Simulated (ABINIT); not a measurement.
## Quasiparticle gap of SrTiO3 (Tausonite) in ABINIT

Wanted: ground state, empty states, screening and self-energy for SrTiO3 (Tausonite).

Program: ABINIT 10.8.3. Level of theory: PBE and many-body steps on it, plane waves. Results are calculated unless marked as measured.

**What was measured.**

- Gap 3.77 eV: direct gap (M0 critical point); spectroscopic ellipsometry, second-derivative fit; 300 K; bulk crystal (commercial single crystal) (“Optical probe of ferroelectric order in bulk and thin film perovskite titanates”, 2013, arxiv:1309.1245).

### Step 1. The structure

Symmetry: Pm-3m, No. 221, cubic system. The conventional cell has a = 3.905 Å, b = 3.905 Å, c = 3.905 Å, α = 90.00°, β = 90.00°, γ = 90.00°. Sr has 12 O at 2.76 Å nearest. Nearest to Ti lie 6 O at 1.95 Å. Nearest to O lie 2 Ti at 1.95 Å and 4 Sr at 2.76 Å. Farther neighbours and most contacts between anions are not listed.

The cell and positions come from the Crystallography Open Database and are kept as given unless a step says otherwise.

### Step 2. Ground state

This step: ABINIT 10.8.3; DFT, PBE, plane waves, norm-conserving pseudopotentials.

The ground-state density comes first.

run.abi

```
acell 3*1.0 Angstrom
rprim 
  3.905280000000 0.000000000000 0.000000000000
  0.000000000000 3.905280000000 0.000000000000
  0.000000000000 0.000000000000 3.905280000000
ntypat 3
znucl 38 22 8
natom 5
typat 1 2 3 3 3
xred 
  0.500000000000 0.500000000000 0.500000000000
  0.000000000000 0.000000000000 0.000000000000
  0.500000000000 0.000000000000 0.000000000000
  0.000000000000 0.500000000000 0.000000000000
  0.000000000000 0.000000000000 0.500000000000
pp_dirpath "pseudos"
pseudos "Sr.upf, Ti.upf, O.upf"
ecut 38
ngkpt 6 6 6
nshiftk 1
shiftk 0 0 0
kptopt 1
chksymbreak 0
nband 26
occopt 1
tolvrs 1e-10
nstep 60
prtwf 0
optforces 0
optstress 0
indata_prefix "in"
outdata_prefix "out"
tmpdata_prefix "tmp"
```

Started as:

```console
$ OMP_NUM_THREADS=1 mpirun -n 8 abinit run.abi > log
```

Numbers of over 12 decimals in the logs are rounded to 6 here.

The program printed:

```text
.Version 10.8.3 of ABINIT. v10.8.2 released Aug 2026.

 Symmetries : space group Pm -3 m (#221); Bravais cP (primitive cubic)
================================================================================
 Values of the parameters that define the memory need of the present run
     intxc =       0    ionmov =       0      iscf =       7    lmnmax =       6
     lnmax =       6     mgfft =      45  mpssoang =       3    mqgrid =    3001
     natom =       5  nloc_mem =       1    nspden =       1   nspinor =       1
    nsppol =       1      nsym =      48    n1xccc =    2501    ntypat =       3
    occopt =       1   xclevel =       2
-    mband =          26        mffmem =           1         mkmem =           3
       mpw =        4525          nfft =       91125          nkpt =          20
================================================================================
  Rough estimation (10% accuracy) of disk space for files :
================================================================================

--------------------------------------------------------------------------------
------------- Echo of variables that govern the present computation ------------
--------------------------------------------------------------------------------
 -outvars: echo values of preprocessed input variables --------
            acell      1.8897261259E+00  1.8897261259E+00  1.8897261259E+00 Bohr

      chksymbreak           0
             ecut      3.80000000E+01 Hartree
-          fftalg         312

              ixc     -101130
              kpt      0.00000000E+00  0.00000000E+00  0.00000000E+00
                       1.66666667E-01  0.00000000E+00  0.00000000E+00
                       3.33333333E-01  0.00000000E+00  0.00000000E+00
                       5.00000000E-01  0.00000000E+00  0.00000000E+00
                       1.66666667E-01  1.66666667E-01  0.00000000E+00
                       3.33333333E-01  1.66666667E-01  0.00000000E+00
                       5.00000000E-01  1.66666667E-01  0.00000000E+00
                       3.33333333E-01  3.33333333E-01  0.00000000E+00
                       5.00000000E-01  3.33333333E-01  0.00000000E+00
   [... 9 further rows ...]
                       5.00000000E-01  5.00000000E-01  3.33333333E-01
                       5.00000000E-01  5.00000000E-01  5.00000000E-01
         kptrlatt        6    0    0      0    6    0      0    0    6
          kptrlen      4.42794579E+01
P           mkmem           3
            natom           5
            nband          26
            ngfft          45      45      45
             nkpt          20
            nstep          60
             nsym          48
           ntypat           3
              occ      2.000000  2.000000  2.000000  2.000000  2.000000  2.000000
                       2.000000  2.000000  2.000000  2.000000  2.000000  2.000000
                       2.000000  2.000000  2.000000  2.000000  2.000000  2.000000
                       2.000000  2.000000  0.000000  0.000000  0.000000  0.000000
                       0.000000  0.000000
        optforces           0
        optstress           0
            prtwf           0
            rprim      3.9052800000E+00  0.0000000000E+00  0.0000000000E+00
[...]
spgroup         221

           tolvrs      1.00000000E-10

             xred      5.0000000000E-01  5.0000000000E-01  5.0000000000E-01
[...]
znucl       38.00000   22.00000    8.00000

================================================================================

 chkinp: Checking input parameters for consistency.

================================================================================
== DATASET  1 ==================================================================
-   mpi_nproc: 8, omp_nthreads: 1 (-1 if OMP is not activated)

--- !DatasetInfo
iteration_state: {dtset: 1, }
dimensions: {natom: 5, nkpt: 20, mband: 26, nsppol: 1, nspinor: 1, nspden: 1, mpw: 4525, }
cutoff_energies: {ecut:  38.0, pawecutdg:  -1.0, }
electrons: {nelect:   4.00000000E+01, charge:   0.00000000E+00, occopt:   1.00000000E+00, tsmear:   1.00000000E-02, }

 Real(R)+Recip(G) space primitive vectors, cartesian coordinates (Bohr,Bohr^-1):
 R(1)=  7.3799096  0.0000000  0.0000000  G(1)=  0.1355030  0.0000000  0.0000000
 R(2)=  0.0000000  7.3799096  0.0000000  G(2)=  0.0000000  0.1355030  0.0000000
 R(3)=  0.0000000  0.0000000  7.3799096  G(3)=  0.0000000  0.0000000  0.1355030
 Unit cell volume ucvol=  4.0193251E+02 bohr^3
 Angles (23,13,12)=  9.00000000E+01  9.00000000E+01  9.00000000E+01 degrees

 getcut: wavevector=  0.0000  0.0000  0.0000  ngfft=  45  45  45
         ecut(hartree)=     38.000   => boxcut(ratio)=   2.14855

--- Pseudopotential description ------------------------------------------------
- Sr Generated using ONCVPSP code by D. R. Hamann
- 38.00000  10.00000  171031                  znucl, zion, pspdat
12 -101130 2 -1 1834                          pspcod,pspxc,lmax,lloc,mmax
     nproj     2     2     2
  pspatm : epsatm=   12.84204793
         --- l  ekb(1:nproj) -->
[...]
pspatm: atomic psp has been read  and splines computed

- Ti Generated using ONCVPSP code by D. R. Hamann
- 22.00000  12.00000  171031                  znucl, zion, pspdat
12 -101130 2 -1 1586                          pspcod,pspxc,lmax,lloc,mmax
     nproj     2     2     2
  pspatm : epsatm=   14.68144553
         --- l  ekb(1:nproj) -->
[...]
pspatm: atomic psp has been read  and splines computed

- O Generated using ONCVPSP code by D. R. Hamann
-  8.00000   6.00000  171031                  znucl, zion, pspdat
12 -101130 2 -1 936                           pspcod,pspxc,lmax,lloc,mmax
     nproj     2     2     1
  pspatm : epsatm=    6.19545534
         --- l  ekb(1:nproj) -->
[...]
2   -1.331955
 pspatm: atomic psp has been read  and splines computed

   1.84439438E+03                                ecore*ucvol(ha*bohr**3)
--------------------------------------------------------------------------------

_setup2: Arith. and geom. avg. npw (full set) are    4500.495    4500.470

================================================================================

--- !BeginCycle
iteration_state: {dtset: 1, }
solver: {iscf: 7, nstep: 60, nline: 4, wfoptalg: 0, }
tolerances: {tolvrs: 1.00E-10, }

     iter   Etot(hartree)      deltaE(h)  residm     vres2
 ETOT  1  -142.93984632578    -1.429E+02 1.204E-01 1.913E+03
 ETOT  2  -134.35252462204     8.587E+00 1.309E-01 3.322E+04
 ETOT  3  -143.46700343535    -9.114E+00 7.517E-02 4.465E+02
 ETOT  4  -143.48430351532    -1.730E-02 1.176E-02 2.757E+02
 ETOT  5  -143.52490314262    -4.060E-02 3.524E-03 7.963E+01
 ETOT  6  -143.53667094116    -1.177E-02 2.378E-03 2.084E+01
 ETOT  7  -143.54052405821    -3.853E-03 9.859E-03 1.503E+00
 ETOT  8  -143.54082156406    -2.975E-04 1.867E-03 1.093E-01
 ETOT  9  -143.54084400344    -2.244E-05 4.528E-03 3.528E-04
 ETOT 10  -143.54084405618    -5.273E-08 1.489E-03 1.322E-04
 ETOT 11  -143.54084407869    -2.251E-08 1.326E-03 4.309E-06
 ETOT 12  -143.54084407962    -9.357E-10 9.459E-04 1.902E-09
 ETOT 13  -143.54084407962    -2.331E-12 1.805E-03 8.134E-10
 ETOT 14  -143.54084407963    -4.633E-12 1.226E-03 2.542E-12

 At SCF step   14       vres2   =  2.54E-12 < tolvrs=  1.00E-10 =>converged.

--- !ResultsGS
iteration_state: {dtset: 1, }
comment   : Summary of ground state results
lattice_vectors:
- [  7.3799096,   0.0000000,   0.0000000, ]
- [  0.0000000,   7.3799096,   0.0000000, ]
- [  0.0000000,   0.0000000,   7.3799096, ]
lattice_lengths: [   7.37991,    7.37991,    7.37991, ]
lattice_angles: [ 90.000,  90.000,  90.000, ] # degrees, (23, 13, 12)
lattice_volume:   4.0193251E+02
convergence: {deltae: -4.633E-12, res2:  2.542E-12, residm:  1.226E-03, diffor:  0.000E+00, }
etotal    :  -1.43540844E+02
entropy   :   0.00000000E+00
fermie    :   2.54497182E-01
cartesian_stress_tensor: null
pressure_GPa: null
xred      :
- [  5.0000E-01,   5.0000E-01,   5.0000E-01, Sr]
- [  0.0000E+00,   0.0000E+00,   0.0000E+00, Ti]
- [  5.0000E-01,   0.0000E+00,   0.0000E+00,  O]
- [  0.0000E+00,   5.0000E-01,   0.0000E+00,  O]
- [  0.0000E+00,   0.0000E+00,   5.0000E-01,  O]
cartesian_forces: null
force_length_stats: {min: null, max: null, mean: null, }

 Integrated electronic density in atomic spheres:
 ------------------------------------------------
 Atom  Sphere_radius  Integrated_density
[...]
================================================================================

 ----iterations are completed or convergence reached----

 Mean square residual over all n,k,spin=   83.496E-07; max=  12.261E-04
 reduced coordinates (array xred) for    5 atoms
       0.500000000000      0.500000000000      0.500000000000
       0.000000000000      0.000000000000      0.000000000000
       0.500000000000      0.000000000000      0.000000000000
       0.000000000000      0.500000000000      0.000000000000
       0.000000000000      0.000000000000      0.500000000000
 rms dE/dt=  0.0000E+00; max dE/dt=  0.0000E+00; dE/dt below (all hartree)
    1       0.000000000000      0.000000000000      0.000000000000
    2       0.000000000000      0.000000000000      0.000000000000
    3       0.000000000000      0.000000000000      0.000000000000
    4       0.000000000000      0.000000000000      0.000000000000
    5       0.000000000000      0.000000000000      0.000000000000

 cartesian coordinates (angstrom) at end:
    1      1.952640     1.952640     1.952640
    2      0.000000     0.000000     0.000000
    3      1.952640     0.000000     0.000000
    4      0.000000     1.952640     0.000000
    5      0.000000     0.000000     1.952640
 length scales=  1.889726125908  1.889726125908  1.889726125908 bohr
              =  1.000000000000  1.000000000000  1.000000000000 angstroms
 prteigrs : about to open file out_EIG
 Fermi (or HOMO) energy (hartree) =   0.25450   Average Vxc (hartree)=  -0.42036
 Eigenvalues (hartree) for nkpt=  20  k points:
 kpt#   1, nband= 26, wtk=  0.00463, kpt=  0.0000  0.0000  0.0000 (reduced coord)
  -1.81815   -0.94790   -0.94625   -0.94625   -0.94625   -0.38343   -0.34734   -0.34734
  -0.28601   -0.28601   -0.28601    0.15118    0.15118    0.15118    0.21165    0.21165
   0.21165    0.24145    0.24145    0.24145    0.32460    0.32460    0.32460    0.41575
   0.41576    0.45510
 prteigrs : prtvol=0 or 1, do not print more k-points.

--- !EnergyTerms
iteration_state     : {dtset: 1, }
comment             : Components of total free energy in Hartree
kinetic             :  6.54542980228897E+01
hartree             :  3.02029718585664E+01
xc                  : -2.97726453297859E+01
Ewald energy        : -1.06245779347251E+02
psp_core            :  4.58881612978461E+00
local_psp           : -1.06039726698923E+02
non_local_psp       : -1.72877871490890E+00
total_energy        : -1.43540844079629E+02
total_energy_eV     : -3.90594535032491E+03
band_energy         : -1.20259377884531E+01

== END DATASET(S) ==============================================================
================================================================================

 -outvars: echo values of variables after computation  --------
           etotal     -1.4354084408E+02
            nband          26
             nkpt          20
          spgroup         221
 [... the other variables as echoed above ...]

 Calculation completed.
```

It took 20 s on 8 MPI ranks of Arm Neoverse V2, shared host; peak memory 0.64 GiB.

Numbers from this step:

```yaml
total_energy: -3905.9454 eV
gap: 1.908 eV
k_of_the_valence_top: 0.5, 0.5, 0.5
k_of_the_conduction_bottom: 0, 0, 0
least_direct_gap: 2.263 eV
```

The gap is indirect, with the least direct gap 0.36 eV higher.

### Step 3. Empty states on the mesh, 4×4×4 mesh, 98 bands

The sums over transitions need many empty states on a uniform mesh; this step solves for them.

Edit run.abi of step 2 so:

```diff
@@ -18,3 +18,3 @@
 ecut 38
-ngkpt 6 6 6
+ngkpt 4 4 4
 nshiftk 1
@@ -23,9 +23,10 @@
 chksymbreak 0
-nband 26
-occopt 1
-tolvrs 1e-10
+iscf -2
+irdden 1
+istwfk *1
+nband 98
+nbdbuf 8
+tolwfr 1e-09
 nstep 60
-prtwf 0
-optforces 0
-optstress 0
+prtvol 0
 indata_prefix "in"
```

The program printed:

```text
.Version 10.8.3 of ABINIT. v10.8.2 released Aug 2026.

 Symmetries : space group Pm -3 m (#221); Bravais cP (primitive cubic)
[... echo of the input left out ...]
== DATASET  1 ==================================================================
-   mpi_nproc: 8, omp_nthreads: 1 (-1 if OMP is not activated)
-    --> not optimal distribution: autoparal keyword recommended in input file <--

--- !DatasetInfo
iteration_state: {dtset: 1, }
dimensions: {natom: 5, nkpt: 10, mband: 98, nsppol: 1, nspinor: 1, nspden: 1, mpw: 4632, }
cutoff_energies: {ecut:  38.0, pawecutdg:  -1.0, }
electrons: {nelect:   4.00000000E+01, charge:   0.00000000E+00, occopt:   1.00000000E+00, tsmear:   1.00000000E-02, }

 Real(R)+Recip(G) space primitive vectors, cartesian coordinates (Bohr,Bohr^-1):
 R(1)=  7.3799096  0.0000000  0.0000000  G(1)=  0.1355030  0.0000000  0.0000000
 R(2)=  0.0000000  7.3799096  0.0000000  G(2)=  0.0000000  0.1355030  0.0000000
 R(3)=  0.0000000  0.0000000  7.3799096  G(3)=  0.0000000  0.0000000  0.1355030
 Unit cell volume ucvol=  4.0193251E+02 bohr^3
 Angles (23,13,12)=  9.00000000E+01  9.00000000E+01  9.00000000E+01 degrees

 getcut: wavevector=  0.0000  0.0000  0.0000  ngfft=  45  45  45
         ecut(hartree)=     38.000   => boxcut(ratio)=   2.14855

--- Pseudopotential description ------------------------------------------------
- Sr Generated using ONCVPSP code by D. R. Hamann
- 38.00000  10.00000  171031                  znucl, zion, pspdat
12 -101130 2 -1 1834                          pspcod,pspxc,lmax,lloc,mmax
     nproj     2     2     2
  pspatm : epsatm=   12.84204793
         --- l  ekb(1:nproj) -->
             0    9.951127    1.027824
             1    7.382610    1.665143
             2    4.168853    0.950057
 pspatm: atomic psp has been read  and splines computed

- Ti Generated using ONCVPSP code by D. R. Hamann
- 22.00000  12.00000  171031                  znucl, zion, pspdat
12 -101130 2 -1 1586                          pspcod,pspxc,lmax,lloc,mmax
     nproj     2     2     2
  pspatm : epsatm=   14.68144553
         --- l  ekb(1:nproj) -->
[...]
pspatm: atomic psp has been read  and splines computed

- O Generated using ONCVPSP code by D. R. Hamann
-  8.00000   6.00000  171031                  znucl, zion, pspdat
12 -101130 2 -1 936                           pspcod,pspxc,lmax,lloc,mmax
     nproj     2     2     1
  pspatm : epsatm=    6.19545534
         --- l  ekb(1:nproj) -->
[...]
2   -1.331955
 pspatm: atomic psp has been read  and splines computed

--------------------------------------------------------------------------------

================================================================================
 prteigrs : about to open file out_EIG
 Non-SCF case, kpt    1 (  0.00000  0.00000  0.00000), residuals and eigenvalues=
  7.81E-10  2.54E-10  1.97E-10  1.63E-10  8.62E-10  2.22E-10  2.97E-10  7.91E-10
  2.13E-10  3.37E-10  7.47E-10  3.52E-10  3.63E-10  5.75E-10  3.06E-10  4.26E-10
  7.40E-10  3.46E-10  3.44E-10  9.71E-10  1.97E-10  1.71E-10  9.12E-10  3.67E-10
[...]
3.77E-04  3.04E-03
 -1.8181E+00 -9.4790E-01 -9.4625E-01 -9.4625E-01 -9.4625E-01 -3.8343E-01
 -3.4734E-01 -3.4734E-01 -2.8601E-01 -2.8601E-01 -2.8601E-01  1.5118E-01
  1.5118E-01  1.5118E-01  2.1165E-01  2.1165E-01  2.1165E-01  2.4145E-01
[...]
2.1512E+00  2.1512E+00  2.1512E+00  2.1650E+00  2.1650E+00  2.1650E+00
  2.1676E+00  2.1676E+00  2.2595E+00  2.2595E+00  2.2595E+00  2.4609E+00
  2.4618E+00  2.4690E+00
 prteigrs : prtvol=0 or 1, do not print more k-points.

--- !ResultsGS
iteration_state: {dtset: 1, }
comment   : Summary of ground state results
lattice_vectors:
- [  7.3799096,   0.0000000,   0.0000000, ]
- [  0.0000000,   7.3799096,   0.0000000, ]
- [  0.0000000,   0.0000000,   7.3799096, ]
lattice_lengths: [   7.37991,    7.37991,    7.37991, ]
lattice_angles: [ 90.000,  90.000,  90.000, ] # degrees, (23, 13, 12)
lattice_volume:   4.0193251E+02
convergence: {deltae:  0.000E+00, res2:  0.000E+00, residm:  9.917E-10, diffor:  0.000E+00, }
etotal    :  -1.43540844E+02
entropy   :   0.00000000E+00
fermie    :   2.54497182E-01
cartesian_stress_tensor: null
pressure_GPa: null
xred      :
- [  5.0000E-01,   5.0000E-01,   5.0000E-01, Sr]
- [  0.0000E+00,   0.0000E+00,   0.0000E+00, Ti]
- [  5.0000E-01,   0.0000E+00,   0.0000E+00,  O]
- [  0.0000E+00,   5.0000E-01,   0.0000E+00,  O]
- [  0.0000E+00,   0.0000E+00,   5.0000E-01,  O]
cartesian_forces: null
force_length_stats: {min: null, max: null, mean: null, }

 Integrated electronic density in atomic spheres:
 ------------------------------------------------
 Atom  Sphere_radius  Integrated_density
[...]
================================================================================

 ----iterations are completed or convergence reached----

 Mean square residual over all n,k,spin=   43.903E-11; max=  99.166E-11
 reduced coordinates (array xred) for    5 atoms
[...]
0.000000000000      0.500000000000      0.000000000000
       0.000000000000      0.000000000000      0.500000000000

 cartesian coordinates (angstrom) at end:
    1      1.952640     1.952640     1.952640
    2      0.000000     0.000000     0.000000
    3      1.952640     0.000000     0.000000
    4      0.000000     1.952640     0.000000
    5      0.000000     0.000000     1.952640
 length scales=  1.889726125908  1.889726125908  1.889726125908 bohr
              =  1.000000000000  1.000000000000  1.000000000000 angstroms
 prteigrs : about to open file out_EIG
 Eigenvalues (hartree) for nkpt=  10  k points:
 kpt#   1, nband= 98, wtk=  0.01563, kpt=  0.0000  0.0000  0.0000 (reduced coord)
[...]
2.02821    2.04835    2.04835    2.04835    2.15124    2.15124    2.15124    2.16497
   2.16497    2.16497    2.16764    2.16764    2.25951    2.25951    2.25951    2.46087
   2.46178    2.46897
 prteigrs : prtvol=0 or 1, do not print more k-points.

== END DATASET(S) ==============================================================
================================================================================

 -outvars: echo values of variables after computation  --------
            nband          98
             nkpt          10
          spgroup         221
 [... the other variables as echoed above ...]

 Calculation completed.
```

Run time: 23 s. Hardware: 8 MPI ranks; peak memory 0.6 GiB; 3 min of CPU time.

This step gave:

* gap: 1.908 eV
* k of the valence top: 0.5, 0.5, 0.5
* k of the conduction bottom: 0, 0, 0
* least direct gap: 2.263 eV
* k points computed: 10
* lowest point of the top converged band, above the valence top: 51.9865 eV

On this mesh the gap is 1.908 eV.

(Part 1 of 2 ends here.)

[Paths, hosts, dates, memory and timing lines, banners, echoed tables and standing remarks are left out of the program output.]

[Logs are printed without paths, hosts, clocks, repeated set-up lines and the standing remarks that a program may print on its own settings, such as how far it seeks lower states.]

[Runs of the session that timed out or met a known fault of the program may be left out.]

[Hosts, paths, dates, database ids (printed as entryN), source tags and the programs' standing remarks are cut or masked in the printed files.]

[G0W0 gaps are taken among the corrected bands and points alone; a level outside them can change the order at an edge.]

[Where Ansatz stands beside ABINIT at settings called matched, ABINIT's density can come from a denser mesh and the files from another edition; pairs whose starting gaps differed by over 0.03 eV were left out, so agreement reads better than it is.]
